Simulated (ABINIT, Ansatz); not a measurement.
# Calculated records

## PtSe2 (P-3m1): one start, several treatments of the self-energy

Symmetry: P-3m1, No. 164, trigonal system. Conventional cell: a = 3.717 Å, b = 3.717 Å, c = 5.820 Å, α = 90.00°, β = 90.00°, γ = 120.00°. Pt has 6 Se at 2.52 Å nearest. Nearest to Se lie 3 Pt at 2.52 Å. Farther neighbours, and contacts between anions beyond the nearest, are not listed.

* method: RPA screening on PBE, plane waves, norm-conserving pseudopotentials (and 4 further levels or steps)
* program: ABINIT 10.8.3
* settings: cutoff 48 Ha, PseudoDojo scalar-relativistic 0.4 stringent, norm-conserving, ngkpt (3, 3, 2), nband 215, ecuteps 6.5 Ha, inclvkb 2, shiftk (0, 0, 0), symchi 1, awtr 1, frequency ppm, 3×3×2 k-mesh
* cost: 7 runs, 9.6 min in all on 8 MPI ranks of Intel Xeon Platinum 8488C (Sapphire Rapids), shared host
* notes: The program’s warnings: nproc spkpt=  >= nkpt= * nsppol=. The cell and positions are those that the Materials Project relaxed with its own functionals (PBE, PBE+U or r2SCAN), kept fixed. Limits: no spin polarisation; d states lean on the start; no spin-orbit coupling. Static COHSEX lies above G0W0: it lacks the factor Z and overstates the Coulomb hole of the filled states. The 3×3×2 mesh is coarse for this cell, which bears on the long-range parts of exchange and screening. The runs have no spin polarisation. For a closed low-spin shell that is the natural state; where a d or f shell is open it is a constraint, and the gap is then not the crystal’s own.
* G0W0, Godby-Needs plasmon pole: 1.546 eV
* G0W0, Engel-Farid plasmon pole: 1.618 eV
* G0W0, Hybertsen-Louie plasmon pole: 1.730 eV
* one-shot COHSEX: 1.750 eV
* one-shot Hartree-Fock: 5.248 eV
* known limits: short of the basis limit; no spin polarisation; d states lean on the start; no spin-orbit coupling; coarse k mesh

G0W0, Engel-Farid plasmon pole: +0.072 eV against G0W0, Godby-Needs plasmon pole. G0W0, Hybertsen-Louie plasmon pole: +0.184 eV against G0W0, Godby-Needs plasmon pole.

[Paths, hosts, dates, memory and timing lines, banners, echoed tables and standing remarks are left out of the program output; an Ansatz launch command may be rebuilt from the run's recorded settings. Measured values are a selection of at most five: reports struck by readers or far from the other reports are left out. None is set beside runs whose start may be inverted or whose files or cutoffs have a known fault.]

[Runs of the session that timed out or met a known fault of the program may be left out.]

[Hosts, paths, dates, database ids (printed as entryN), source tags and the programs' standing remarks are cut or masked in the printed files.]

[G0W0 gaps are taken among the corrected bands and points alone; a level outside them can change the order at an edge.]

[Where Ansatz stands beside ABINIT at settings called matched, ABINIT's density can come from a denser mesh and the files from another edition; pairs whose starting gaps differed by over 0.03 eV were left out, so agreement reads better than it is.]
